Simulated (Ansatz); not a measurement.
**One crystal, many levels of theory: BiOCl (P4/nmm)**

What gap does each level of theory give for BiOCl (P4/nmm), and in what time?

Program: Ansatz 0.2.0. Level of theory: density functionals, hybrids and G0W0, plane waves, PAW. Results are calculated unless marked as measured.

**Experimental background.**

- Gap 3.44 eV: optical gap from Tauc plot; UV-vis diffuse reflectance; powder (hydrothermal powder) (“Synergistic Piezo-Photocatalysis of BiOCl/NaNbO3 Heterojunction Piezoelectric Composite for High-Efficient Organic Pollutant Degradation”, 2022, pmc:8839476).

- Gap 3.36 eV: optical gap from Kubelka-Munk/Tauc analysis; UV-vis diffuse reflectance; powder (solvothermal hierarchical microspheres made without additive) (“Hydrothermal Crystallization of Bismuth Oxychlorides (BiOCl) Using Different Shape Control Reagents”, 2021, pmc:8123882).

Most raw output is cut from this account.

In doubt: masses and optical values from hybrid runs of this build are listed as unsure (steps 7, 8), which bears on the screening that GW takes from such a start.

### 1. The starting structure

The structure is tetragonal, space group P4/nmm (No. 129). The conventional cell has a = 3.886 Å, b = 3.886 Å, c = 7.349 Å, α = 90.00°, β = 90.00°, γ = 90.00°. Bi has 4 O at 2.31 Å and 4 Cl at 3.06 Å nearest. Nearest to Cl lie 4 Bi at 3.06 Å. O has 4 Bi at 2.31 Å nearest. Farther neighbours and most contacts between anions are not listed.

Coordinates:

```cif
data_structure
_symmetry_space_group_name_H-M 'P 1'
_symmetry_Int_Tables_number 1
_cell_length_a 3.8855
_cell_length_b 3.8855
_cell_length_c 7.3489
_cell_angle_alpha 90.000
_cell_angle_beta 90.000
_cell_angle_gamma 90.000
_cell_volume 110.95
loop_
_atom_site_label
_atom_site_type_symbol
_atom_site_fract_x
_atom_site_fract_y
_atom_site_fract_z
_atom_site_occupancy
Bi1 Bi 0.50000 0.00000 0.32904 1
Bi2 Bi 0.00000 0.50000 0.67096 1
Cl3 Cl 0.00000 0.50000 0.14720 1
Cl4 Cl 0.50000 0.00000 0.85280 1
O5 O 0.00000 0.00000 0.50000 1
O6 O 0.50000 0.50000 0.50000 1
```

The cell and positions come from the Crystallography Open Database and are kept as given unless a step says otherwise. Spin-orbit coupling is left out unless a step names it.

The logs state that the PAW files were generated under PBE.

### 2. r2SCAN on the 6×6×4 mesh

Levels along a band path and on the mesh show where this functional puts the band edges.

This step: DFT, r2SCAN, plane waves, PAW; PAW set soft_1.

Contents of input.yaml:

```yaml
crystal:
  lattice:
    - [3.88551, 0.0, 0.0]
    - [0.0, 3.88551, 0.0]
    - [0.0, 0.0, 7.3489]
  atoms:
    - { symbol: Bi, position: [0.5, 0.0, 0.32904] }
    - { symbol: Bi, position: [0.0, 0.5, 0.67096] }
    - { symbol: Cl, position: [0.0, 0.5, 0.1472] }
    - { symbol: Cl, position: [0.5, 0.0, 0.8528] }
    - { symbol: O, position: [0.0, 0.0, 0.5] }
    - { symbol: O, position: [0.5, 0.5, 0.5] }
kpoints:
  mp_grid: { grid: [6, 6, 4] }
  band_path:
    path:
      - [[0.0, 0.0, 0.0], [0.0, 0.5, 0.0], [0.5, 0.5, 0.0], [0.0, 0.0, 0.0], [0.0, 0.0, 0.5], [0.0, 0.5, 0.5], [0.5, 0.5, 0.5], [0.0, 0.0, 0.5]]
      - [[0.0, 0.5, 0.0], [0.0, 0.5, 0.5]]
      - [[0.5, 0.5, 0.0], [0.5, 0.5, 0.5]]
    npoints: 10
hamiltonian:
  xc: r2scan
  pseudopotentials: { kind: paw, azcp: { folder: soft_1 } }
scf:
  occupations: { method: fermi_dirac, width: 0.02 }
  n_extra_bands: 6
output:
  eigenvalues: true
  write_density: true
  write_potential: true
  elf: true
  volumetric_format: npy
```

The run is started by

```console
ansatz run input.yaml --threads 4 --pin off --max-ram 138240MiB --backend cuda --events-out ev --progress --plain --runs-dir out --devices 1 --max-vram 26GiB
```

It took 8.1 s on 1 × NVIDIA H100 80GB HBM3 (shared by 3 runs) with 4 threads of AMD EPYC 7R13 (Zen 3), shared host; peak memory 1.1 GiB.

Numbers from this step:

```yaml
filled_bands: 28
gap: 3.047 eV
valence_top_at: k = (0.000, 0.400, 0.500)
conduction_bottom_at: Z
least_direct_gap: 3.471 eV
```

Over mesh and path the gap is 3.047 eV, from k = (0.000, 0.400, 0.500) to k = (0.000, 0.000, 0.500). The least direct gap found is 3.471 eV, at k = (0.000, 0.000, 0.500). On the 6×6×4 mesh alone the same run gives 3.094 eV, so that mesh misses an edge of r2SCAN: 3.094 − 3.047 = +0.047 eV.

### 3. r2SCAN+SOC on the 6×6×4 mesh

This run has two-component orbitals with spin-orbit coupling.

This step: DFT, r2SCAN with spin-orbit coupling, plane waves, PAW; PAW set soft_1.

input.yaml, the sections that differ from step 2:

```yaml
kpoints:
  mp_grid: { grid: [6, 6, 4] }
  band_path:
    path:
      - [0.0, 0.0, 0.0]
      - [0.0, 0.5, 0.0]
      - [0.5, 0.5, 0.0]
      - [0.0, 0.0, 0.5]
      - [0.0, 0.5, 0.5]
      - [0.5, 0.5, 0.5]
      - [0.0, 0.4, 0.5]
    npoints: 1
hamiltonian:
  xc: r2scan
  pseudopotentials: { kind: paw_fr, azcp: { folder: soft_1 } }
scf:
  occupations: { method: fixed }
  n_extra_bands: 12
magnetization:
  noncollinear: true
  spin_orbit: true
# crystal, output: as in step 2
```

It took 15 s on 1 × NVIDIA H100 80GB HBM3 (shared by 3 runs) with 4 threads; peak memory 1.3 GiB.

This step gave:

- gap: 2.706 eV
- valence top at: k = (0.000, 0.400, 0.500)
- conduction bottom at: Z
- least direct gap: 3.124 eV

Over mesh and listed points the gap is 2.706 eV, from k = (0.000, 0.400, 0.500) to k = (0.000, 0.000, 0.500). The least direct gap found is 3.124 eV, at k = (0.000, 0.000, 0.500). On the 6×6×4 mesh alone the same run gives 2.758 eV, so that mesh misses an edge of r2SCAN+SOC: 2.758 − 2.706 = +0.052 eV. r2SCAN+SOC against r2SCAN: 2.706 − 3.047 = −0.341 eV, with the same mesh, set of files (read in its fully relativistic form for the spin-orbit run) and cutoff, and both edges at the same k points. The spin-orbit run sees mesh and listed points alone, so its gap is an upper bound: the coupling can move an edge off these points, and the change over the zone, its sign included where it is small, is not known.

### 4. HSE06 on the 4×4×2 mesh

HSE06 mixes in a quarter of exact exchange at short range.

This step: DFT, HSE06, plane waves, PAW; PAW set soft_1.

input.yaml: that of step 3 with these lines changed.

```diff
@@ -13,3 +13,3 @@
 kpoints:
-  mp_grid: { grid: [6, 6, 4] }
+  mp_grid: { grid: [4, 4, 2] }
   band_path:
@@ -25,10 +25,7 @@
 hamiltonian:
-  xc: r2scan
-  pseudopotentials: { kind: paw_fr, azcp: { folder: soft_1 } }
+  xc: hse06
+  pseudopotentials: { kind: paw, azcp: { folder: soft_1 } }
 scf:
   occupations: { method: fixed }
-  n_extra_bands: 12
-magnetization:
-  noncollinear: true
-  spin_orbit: true
+  n_extra_bands: 6
 output:
```

Wall time 14 s (1 × NVIDIA H100 80GB HBM3 (shared by 3 runs) with 4 threads); peak memory 1.2 GiB; 16 s of CPU time.

Numbers from this step:

```
gap                     : 3.604 eV
valence top at          : k = (0.000, 0.400, 0.500)
conduction bottom at    : Z
least direct gap        : 4.134 eV
exact-exchange fraction : 0.25
```

Over mesh and listed points the gap is 3.604 eV, from k = (0.000, 0.400, 0.500) to k = (0.000, 0.000, 0.500). The least direct gap found is 4.134 eV, at k = (0.000, 0.000, 0.500). On the 4×4×2 mesh alone the same run gives 3.704 eV, so that mesh misses an edge of HSE06: 3.704 − 3.604 = +0.100 eV. HSE06 against r2SCAN: 3.604 − 3.047 = +0.557 eV. The runs also differ in mesh (6×6×4 and 4×4×2) and plane-wave cutoff (500 eV and 420 eV), so how much of this comes from the functional alone is not known.

### 5. HSE06+SOC on the 4×4×2 mesh

This step: DFT, HSE06 with spin-orbit coupling, plane waves, PAW; PAW set soft_1.

input.yaml: that of step 4 with these lines changed.

```diff
@@ -26,11 +26,10 @@
   xc: hse06
-  pseudopotentials: { kind: paw, azcp: { folder: soft_1 } }
+  pseudopotentials: { kind: paw_fr, azcp: { folder: soft_1 } }
 scf:
   occupations: { method: fixed }
-  n_extra_bands: 6
+  n_extra_bands: 12
+magnetization:
+  noncollinear: true
+  spin_orbit: true
 output:
   eigenvalues: true
-  write_density: true
-  write_potential: true
-  elf: true
-  volumetric_format: npy
```

The job ended after 45 s (1 × NVIDIA H100 80GB HBM3 (shared by 3 runs) with 4 threads; peak memory 1.7 GiB).

This step gave:

```
gap                     : 3.259 eV
valence top at          : k = (0.000, 0.400, 0.500)
conduction bottom at    : Z
least direct gap        : 3.760 eV
exact-exchange fraction : 0.25
```

Over mesh and listed points the gap is 3.259 eV, from k = (0.000, 0.400, 0.500) to k = (0.000, 0.000, 0.500). The least direct gap found is 3.760 eV, at k = (0.000, 0.000, 0.500). On the 4×4×2 mesh alone the same run gives 3.363 eV, so that mesh misses an edge of HSE06+SOC: 3.363 − 3.259 = +0.104 eV. HSE06+SOC against HSE06: 3.259 − 3.604 = −0.345 eV, with the same mesh, set of files (read in its fully relativistic form for the spin-orbit run) and cutoff, and both edges at the same k points. The spin-orbit run sees mesh and listed points alone, so its gap is an upper bound: the coupling can move an edge off these points, and the change over the zone, its sign included where it is small, is not known.

### 6. G0W0@r2SCAN, 6×6×4 mesh, 1117 empty bands, screening to 270 eV, hard PAW files

G0W0 replaces the xc potential by a self-energy built once from the orbitals of the start. Levels are corrected in the window of bands that the input names, at points of the mesh.

This step: G0W0 on r2SCAN, plane waves, PAW.

Contents of input.yaml:

```yaml
crystal:
  lattice:
    - [3.88551, 0.0, 0.0]
    - [0.0, 3.88551, 0.0]
    - [0.0, 0.0, 7.3489]
  atoms:
    - { symbol: Bi, position: [0.5, 0.0, 0.32904] }
    - { symbol: Bi, position: [0.0, 0.5, 0.67096] }
    - { symbol: Cl, position: [0.0, 0.5, 0.1472] }
    - { symbol: Cl, position: [0.5, 0.0, 0.8528] }
    - { symbol: O, position: [0.0, 0.0, 0.5] }
    - { symbol: O, position: [0.5, 0.5, 0.5] }
kpoints:
  mp_grid: { grid: [6, 6, 4] }
hamiltonian:
  xc: r2scan
  pseudopotentials: { kind: paw, source: ansatz }
scf:
  occupations: { method: fixed }
gw:
  n_empty_bands: 1117
  ecut_chi: 270.0
  qp_bands: [v2, c2]
  qp_kpoints: band_edges
  screening: { model: contour_deformation }
```

Run time: 8.6 min. Hardware: 1 × NVIDIA H100 80GB HBM3 (shared by 3 runs) with 4 threads; peak memory 14 GiB; 17 min of CPU time.

Numbers from this step:

```
bands summed                                    : 1153
RPA ε∞ on this mesh (eigenvalues)               : 4.360, 5.457, 5.457
plane waves in the screening matrix             : 1131
G0W0 gap over the corrected points              : 3.933 eV
k of the valence top                            : 0, 0.3333, -0.5
k of the conduction bottom                      : 0, 0, -0.5
starting gap on the mesh                        : 3.098 eV
Z at the valence top                            : 0.7731
Z at the conduction bottom                      : 0.8269
least direct G0W0 gap over the corrected points : 4.200 eV
```

Over 29 of 30 irreducible mesh points the G0W0 gap is 3.933 eV, from k = (0.000, 0.333, -0.500) to k = (0.000, 0.000, -0.500). The r2SCAN gap of this run on the mesh is 3.098 eV. The two states that bound the G0W0 gap lie that far apart at the start, so the correction of the gap is 3.933 − 3.098 = +0.835 eV.

### 7. G0W0@HSE06, 6×6×4 mesh, 659 empty bands, screening to 190 eV, hard PAW files

This step: G0W0 on HSE06, plane waves, PAW.

input.yaml: that of step 6 with these lines changed.

```diff
@@ -15,3 +15,3 @@
 hamiltonian:
-  xc: r2scan
+  xc: hse06
   pseudopotentials: { kind: paw, source: ansatz }
@@ -20,4 +20,4 @@
 gw:
-  n_empty_bands: 1117
-  ecut_chi: 270.0
+  n_empty_bands: 659
+  ecut_chi: 190.0
   qp_bands: [v2, c2]
```

It took 7.7 min on 1 × NVIDIA H100 80GB HBM3 (shared by 3 runs) with 4 threads; peak memory 12 GiB; 16 min of CPU time.

This step gave:

| Property | Result |
| --- | --- |
| bands summed | 695 |
| RPA ε∞ on this mesh (eigenvalues) | 4.014, 4.932, 4.932 |
| plane waves in the screening matrix | 669 |
| G0W0 gap over the corrected points | 4.119 eV |
| k of the valence top | 0, 0.3333, -0.5 |
| k of the conduction bottom | 0, 0, -0.5 |
| starting gap on the mesh | 3.662 eV |
| Z at the valence top | 0.7922 |
| Z at the conduction bottom | 0.8395 |
| least direct G0W0 gap over the corrected points | 4.416 eV |

Over all 30 irreducible mesh points the G0W0 gap is 4.119 eV, from k = (0.000, 0.333, -0.500) to k = (0.000, 0.000, -0.500). The HSE06 gap of this run on the mesh is 3.662 eV. The two states that bound the G0W0 gap lie that far apart at the start, so the correction of the gap is 4.119 − 3.662 = +0.457 eV. G0W0@HSE06 against G0W0@r2SCAN with 695 bands (a further run, in the table below): 4.119 − 3.861 = +0.258 eV. The runs also differ in plane-wave cutoff (1050 eV and 930 eV), so how much of this comes from the start alone is not known.

### 8. G0W0@PBE0, 6×6×4 mesh, 659 empty bands, screening to 190 eV, hard PAW files

This step: G0W0 on PBE0, plane waves, PAW.

input.yaml: that of step 7 with these lines changed.

```diff
@@ -15,3 +15,3 @@
 hamiltonian:
-  xc: hse06
+  xc: pbe0
   pseudopotentials: { kind: paw, source: ansatz }
```

Run time: 9.1 min. Hardware: 1 × NVIDIA H100 80GB HBM3 (shared by 3 runs) with 4 threads; peak memory 12 GiB; 18 min of CPU time.

This step gave:

```yaml
bands_summed: 695
rpa_eps_infinity_on_this_mesh_eigenvalues: 3.779, 4.583, 4.583
plane_waves_in_the_screening_matrix: 669
g0w0_gap_over_the_corrected_points: 4.303 eV
k_of_the_valence_top: 0, 0.3333, -0.5
k_of_the_conduction_bottom: 0, 0, -0.5
starting_gap_on_the_mesh: 4.350 eV
z_at_the_valence_top: 0.8040
z_at_the_conduction_bottom: 0.8485
least_direct_g0w0_gap_over_the_corrected_points: 4.613 eV
```

Over 21 of 30 irreducible mesh points the G0W0 gap is 4.303 eV, from k = (0.000, 0.333, -0.500) to k = (0.000, 0.000, -0.500). The PBE0 gap of this run on the mesh is 4.350 eV. The two states that bound the G0W0 gap lie that far apart at the start, so the correction of the gap is 4.303 − 4.350 = −0.047 eV. G0W0@PBE0 against G0W0@HSE06 with 695 bands: 4.303 − 4.119 = +0.184 eV, with the same mesh, files and cutoffs, and both edges at the same k points.

(Part 1 of 2 ends here.)

[Paths, hosts, dates, memory and timing lines, banners, echoed tables and standing remarks are left out of the program output.]

[Logs are printed without paths, hosts, clocks, repeated set-up lines and the standing remarks that a program may print on its own settings, such as how far it seeks lower states.]

[Runs of the session that timed out or met a known fault of the program may be left out.]

[Cells called generated may have been cut or substituted from an entry of the Crystallography Open Database or the Materials Project.]

[Hosts, paths, dates, database ids (printed as entryN), source tags and the programs' standing remarks are cut or masked in the printed files.]

[Where an RPA ε∞ is given, it is that of the G0W0 mesh and is not shown converged in it. Names of k-points follow the symmetry that the program found, which can be lower than the space group named. Band edges on a path are those of the sampled points; other points can move an edge, and change direct to indirect where valleys lie close.]

[Hybrid gaps are those of their k-mesh and are not shown converged in it.]
